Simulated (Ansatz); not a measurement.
**Cs (Im-3m): phonon-mediated transition temperature**

Aim: the phonon-mediated transition temperature of Cs (Im-3m) at ambient pressure, over a range of μ*. The cell shown first is a relaxed one, from steps not shown here.

Method: DFT PBE, scalar-relativistic, plane waves, PAW; PAW set soft_1, in Ansatz 0.2.0.

Report form: the programs' logs are mostly left out.

## (1) The cell after earlier relaxation steps

The structure is cubic, space group Im-3m (No. 229). The conventional cell has a = 6.159 Å, b = 6.159 Å, c = 6.159 Å, α = 90.00°, β = 90.00°, γ = 90.00°.

## (2) Coupling and resistivity: q 3×3×3, k 9×9×9, scattering 12×12×12

The run that gives the couplings also evaluates McMillan's and Allen and Dynes's formulas and, where asked, the Eliashberg equations, over a range of μ*.

Input file input.yaml:

```yaml
crystal:
  lattice:
    - [-3.0795549609, 3.0795549609, 3.0795549609]
    - [3.0795549609, -3.0795549609, 3.0795549609]
    - [3.0795549609, 3.0795549609, -3.0795549609]
  atoms:
    - { symbol: Cs, position: [0.0, 0.0, 0.0] }
kpoints:
  mp_grid: { grid: [9, 9, 9] }
hamiltonian:
  xc: pbe
  pseudopotentials: { kind: paw, azcp: { folder: soft_1 } }
scf:
  occupations: { method: methfessel_paxton, width: 0.2 }
output:
  eigenvalues: true
phonons:
  method: dfpt
  qmesh: [3, 3, 3]
  temperatures: { t_max: 1000, t_step: 50 }
  qpath:
    path:
      - [[0.0, 0.0, 0.0], [0.5, -0.5, 0.5], [0.0, 0.0, 0.5], [0.0, 0.0, 0.0], [0.25, 0.25, 0.25], [0.5, -0.5, 0.5]]
      - [[0.25, 0.25, 0.25], [0.0, 0.0, 0.5]]
    npoints: 6
  electrical_resistivity:
    mesh: [12, 12, 12]
    temperatures: [20.0, 50.0, 80.0, 100.0, 150.0, 200.0, 273.0, 300.0, 400.0, 500.0, 600.0, 800.0]
  superconductivity: { mesh: [12, 12, 12] }
```

Run with:

```bash
ansatz run input.yaml --threads 16 --pin off --max-ram 92160MiB --backend cuda --events-out ev --progress --plain --runs-dir out --max-vram 78GiB
```

Elapsed: 19 s, on 1 × NVIDIA GB200 with 16 threads of Arm Neoverse V2, shared host; peak memory 4.9 GiB; 2.8 min of CPU time.

This step gave:

```yaml
volume_per_atom: 116.8 Å³/atom
metallic_on_mesh: yes
gap_on_the_k_mesh: 0 eV
zero_point_energy: 0.004171 eV/cell
share_of_imaginary_modes_in_the_plain_interpolation_between_solved_wavevectors: 0
highest_frequency_solved_or_plainly_interpolated: 35.4 cm⁻¹
debye_temperature_second_moment: 44 K
resistivity_at_300_k: 32.28 μΩ cm
coupling_constant_lambda: 0.2284
density_of_states_at_the_fermi_level: 0.6695 states/eV a spin and cell
log_mean_phonon_energy_omega_log: 1.569 meV
transport_coupling_constant_lambda_tr: 0.2708, 0.2708, 0.2708 (xx, yy, zz)
drude_plasma_energy: 3.039, 3.039, 3.039 eV (xx, yy, zz)
resistivity_times_mean_free_path: 30.13, 30.13, 30.13 × 10⁻¹⁶ Ω m² (xx, yy, zz)
second_moment_phonon_energy_omega: 2.309 meV
coupling_lambda_by_branch: 0.129, 0.0414, 0.0581 (branches by rank of frequency)
```

An empty cell: under 1 mK by a formula, or no transition down to the floor of the Eliashberg search. Transition temperatures:

```csv
μ*,McMillan Tc (K),Allen–Dynes Tc (K)
0.08,0.00136,0.00137
0.1,-,-
0.12,-,-
0.13,-,-
0.14,-,-
0.16,-,-
0.2,-,-
```

## (3) Resistivity: q 3×3×3, k 12×12×12, scattering 16×16×16

The next rung changes the k mesh of the density and its response; the scattering mesh, which samples the Fermi surface.

Edit input.yaml of step 2 so:

```diff
@@ -8,3 +8,3 @@
 kpoints:
-  mp_grid: { grid: [9, 9, 9] }
+  mp_grid: { grid: [12, 12, 12] }
 hamiltonian:
@@ -26,4 +26,4 @@
   electrical_resistivity:
-    mesh: [12, 12, 12]
+    mesh: [16, 16, 16]
     temperatures: [20.0, 50.0, 80.0, 100.0, 150.0, 200.0, 273.0, 300.0, 400.0, 500.0, 600.0, 800.0]
-  superconductivity: { mesh: [12, 12, 12] }
+  superconductivity: { mesh: [16, 16, 16] }
```

It took 27 s on 1 × NVIDIA GB200 with 16 threads; peak memory 4.9 GiB.

Numbers from this step:

```yaml
zero_point_energy: 0.004149 eV/cell
highest_frequency_solved_or_plainly_interpolated: 35.3 cm⁻¹
resistivity_at_300_k: 32.37 μΩ cm
coupling_constant_lambda: 0.2374
density_of_states_at_the_fermi_level: 0.6806 states/eV a spin and cell
log_mean_phonon_energy_omega_log: 1.473 meV
transport_coupling_constant_lambda_tr: 0.2803, 0.2803, 0.2803 (xx, yy, zz)
drude_plasma_energy: 3.042, 3.042, 3.042 eV (xx, yy, zz)
resistivity_times_mean_free_path: 29.95, 29.95, 29.95 × 10⁻¹⁶ Ω m² (xx, yy, zz)
second_moment_phonon_energy_omega: 2.24 meV
coupling_lambda_by_branch: 0.138, 0.0423, 0.0574 (branches by rank of frequency)
```

An empty cell: under 1 mK by a formula, or no transition down to the floor of the Eliashberg search. Transition temperatures:

```csv
μ*,McMillan Tc (K),Allen–Dynes Tc (K)
0.08,0.00207,0.00208
0.1,-,-
0.12,-,-
0.13,-,-
0.14,-,-
0.16,-,-
0.2,-,-
```

For the log mean phonon energy ħω_log, step 2 gave 1.57 meV; this run, with k-mesh 12×12×12 and scattering mesh 16×16×16, gives 1.47 meV (-6 %).

## (4) Electron–phonon run: q 4×4×4, k 12×12×12, scattering 24×24×24

The next rung changes the q mesh, which sets the reach of the force constants and couplings; the scattering mesh, which samples the Fermi surface; the phonon self-energy between the q points, now taken in.

Edit input.yaml of step 3 so:

```diff
@@ -18,3 +18,3 @@
   method: dfpt
-  qmesh: [3, 3, 3]
+  qmesh: [4, 4, 4]
   temperatures: { t_max: 1000, t_step: 50 }
@@ -26,4 +26,4 @@
   electrical_resistivity:
-    mesh: [16, 16, 16]
+    mesh: [24, 24, 24]
     temperatures: [20.0, 50.0, 80.0, 100.0, 150.0, 200.0, 273.0, 300.0, 400.0, 500.0, 600.0, 800.0]
-  superconductivity: { mesh: [16, 16, 16] }
+  superconductivity: { mesh: [24, 24, 24] }
```

Elapsed: 62 s, on 1 × NVIDIA GB200 with 16 threads; peak memory 10 GiB; 11 min of CPU time.

This step gave:

```yaml
zero_point_energy: 0.004152 eV/cell
resistivity_at_300_k: 31.7 μΩ cm
coupling_constant_lambda: 0.2229
density_of_states_at_the_fermi_level: 0.6716 states/eV a spin and cell
log_mean_phonon_energy_omega_log: 1.617 meV
transport_coupling_constant_lambda_tr: 0.2727, 0.2727, 0.2727 (xx, yy, zz)
drude_plasma_energy: 3.033, 3.033, 3.033 eV (xx, yy, zz)
resistivity_times_mean_free_path: 30.22, 30.22, 30.22 × 10⁻¹⁶ Ω m² (xx, yy, zz)
second_moment_phonon_energy_omega: 2.293 meV
coupling_lambda_by_branch: 0.125, 0.041, 0.0565 (branches by rank of frequency)
```

An empty cell: under 1 mK by a formula, or no transition down to the floor of the Eliashberg search. Transition temperatures:

```
  μ*  McMillan Tc (K)  Allen–Dynes Tc (K)
0.08          0.00101             0.00102
 0.1                -                   -
0.12                -                   -
0.13                -                   -
0.14                -                   -
0.16                -                   -
 0.2                -                   -
```

The Eliashberg function α²F by phonon energy; read off at these points:

| phonon energy (meV) | α²F | α²F tr |
| --- | --- | --- |
| 0.10 | 3.0e-4 | 0 |
| 0.20 | 0.00101 | 3.5e-5 |
| 0.30 | 0.00216 | 2.5e-4 |
| 0.40 | 0.00485 | 0.00134 |
| 0.50 | 0.00966 | 0.00494 |
| 0.60 | 0.0161 | 0.0122 |
| 0.70 | 0.0258 | 0.0265 |
| 0.80 | 0.0489 | 0.0689 |
| 0.90 | 0.0568 | 0.0832 |
| 1.00 | 0.0568 | 0.0832 |
| 1.10 | 0.0571 | 0.0836 |
| 1.20 | 0.0573 | 0.0844 |
| 1.30 | 0.0587 | 0.0875 |
| 1.40 | 0.0598 | 0.0905 |
| 1.50 | 0.0624 | 0.0960 |
| 1.60 | 0.0639 | 0.101 |
| 1.70 | 0.0653 | 0.105 |
| 1.73 | 0.0659 | 0.107 |
| 1.80 | 0.0521 | 0.0768 |
| 1.90 | 0.0432 | 0.0571 |
| 2.00 | 0.0415 | 0.0538 |
| 2.10 | 0.0404 | 0.0516 |
| 2.20 | 0.0408 | 0.0523 |
| 2.30 | 0.0423 | 0.0545 |
| 2.40 | 0.0438 | 0.0569 |
| 2.50 | 0.0465 | 0.0612 |
| 2.60 | 0.0515 | 0.0699 |
| 2.70 | 0.0598 | 0.0836 |
| 2.80 | 0.0545 | 0.0697 |
| 2.90 | 0.0521 | 0.0623 |
| 3.00 | 0.0512 | 0.0577 |
| 3.10 | 0.0510 | 0.0541 |
| 3.20 | 0.0509 | 0.0509 |
| 3.30 | 0.0492 | 0.0471 |
| 3.40 | 0.0479 | 0.0437 |
| 3.50 | 0.0493 | 0.0430 |
| 3.60 | 0.0528 | 0.0438 |
| 3.70 | 0.0583 | 0.0468 |
| 3.80 | 0.0706 | 0.0552 |
| 3.90 | 0.0990 | 0.0766 |
| 4.00 | 0.144 | 0.117 |
| 4.06 | 0.162 | 0.142 |
| 4.10 | 0.122 | 0.102 |
| 4.20 | 0.0838 | 0.0660 |
| 4.30 | 0.0533 | 0.0395 |

Between step 3 and this run (scattering mesh 24×24×24 and q mesh 4×4×4) the value for the log mean phonon energy ħω_log moves from 1.47 meV to 1.62 meV (+10 %).

## (5) What came out

| Item | Value |
| --- | --- |
| meshes | q 4×4×4, k 12×12×12, scattering 24×24×24 |
| coupling constant λ | 0.223 |
| log mean phonon energy ħω_log | 1.62 meV |

In the last run (PBE, q 4×4×4, k 12×12×12, scattering 24×24×24), with λ = 0.22 and ħω_log = 1.62 meV, Tc at μ* = 0.13 is under 1 mK by the formulas. Wikipedia's list of superconducting elements holds no transition of Cs at normal pressure, in line with the calculation. In that run Allen and Dynes's formula gives no transition above 0.05 K at μ* = 0.10 or more. The run's transport test calls it not converged in the mesh. Over the runs, λ takes the values 0.228, 0.237 and 0.223, in the order shown. μ* is a typed number, phonons are harmonic, and spin fluctuations are left out; with λ this near or under μ*(1 + 0.62 λ), the formulas give Tc only to its order of magnitude, or none.

[Logs are printed without paths, hosts, clocks, repeated set-up lines and the standing remarks that a program may print on its own settings, such as how far it seeks lower states.]

[Hosts, paths, dates, database ids (printed as entryN), source tags and the programs' standing remarks are cut or masked in the printed files.]
